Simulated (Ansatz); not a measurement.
In doubt: masses and optical values from hybrid runs of this build are listed as unsure (in some of the runs), which bears on the screening that GW takes from such a start.

Te2Mo (P6_3/mmc), computed twice by G0W0.

The structure is hexagonal, space group P6_3/mmc (No. 194). Conventional cell: a = 3.518 Å, b = 3.518 Å, c = 13.974 Å, α = 90.00°, β = 90.00°, γ = 120.00°. Te has 3 Mo at 2.72 Å nearest. Nearest to Mo lie 6 Te at 2.72 Å. Farther neighbours and most contacts between anions are not listed.

```cif
data_structure
_symmetry_space_group_name_H-M 'P 1'
_symmetry_Int_Tables_number 1
_cell_length_a 3.5182
_cell_length_b 3.5182
_cell_length_c 13.9736
_cell_angle_alpha 90.000
_cell_angle_beta 90.000
_cell_angle_gamma 120.000
_cell_volume 149.79
loop_
_atom_site_label
_atom_site_type_symbol
_atom_site_fract_x
_atom_site_fract_y
_atom_site_fract_z
_atom_site_occupancy
Te1 Te 0.33333 0.66667 0.62100 1
Te2 Te 0.66667 0.33333 0.12100 1
Te3 Te 0.33333 0.66667 0.87900 1
Te4 Te 0.66667 0.33333 0.37900 1
Mo5 Mo 0.33333 0.66667 0.25000 1
Mo6 Mo 0.66667 0.33333 0.75000 1
```

The cell and positions come from the Crystallography Open Database and are kept as given unless a step says otherwise. Spin-orbit coupling is left out unless a run names it.

The first (Ansatz 0.2.0; start PBE0, 6×6×2 mesh, 340 empty bands, screening to 100 eV, PAW set soft_1 files; 1 × NVIDIA H100 80GB HBM3 (shared by 6 runs) with 2 threads of AMD EPYC 7R13 (Zen 3), shared host) gave, on its mesh: starting gap 1.88 eV, G0W0 gap 1.27 eV, RPA ε∞ (mean) 10.76, 1.7 min.

The second changes start from PBE0 to PBE and files from PAW set soft_1 to hard PAW. What does it give?

It gave: starting gap 0.83 eV, G0W0 gap 0.98 eV, RPA ε∞ (mean) 16.75, 51 s. The G0W0 gap moves by −0.29 eV, −1.06 eV from the start and +0.77 eV from the correction. Σc changes by −0.01 eV at the valence top and −0.10 eV at the conduction bottom, and Σx − Vxc between them by +0.86 eV.

Limits: not at the basis limit; no spin-orbit coupling; coarse k mesh.

[Paths, hosts, dates, memory and timing lines, banners, echoed tables and standing remarks are left out of the program output.]

[Logs are printed without paths, hosts, clocks, repeated set-up lines and the standing remarks that a program may print on its own settings, such as how far it seeks lower states.]

[Runs of the session that timed out or met a known fault of the program may be left out.]

[Cells called generated may have been cut or substituted from an entry of the Crystallography Open Database or the Materials Project.]

[Hosts, paths, dates, database ids (printed as entryN), source tags and the programs' standing remarks are cut or masked in the printed files.]
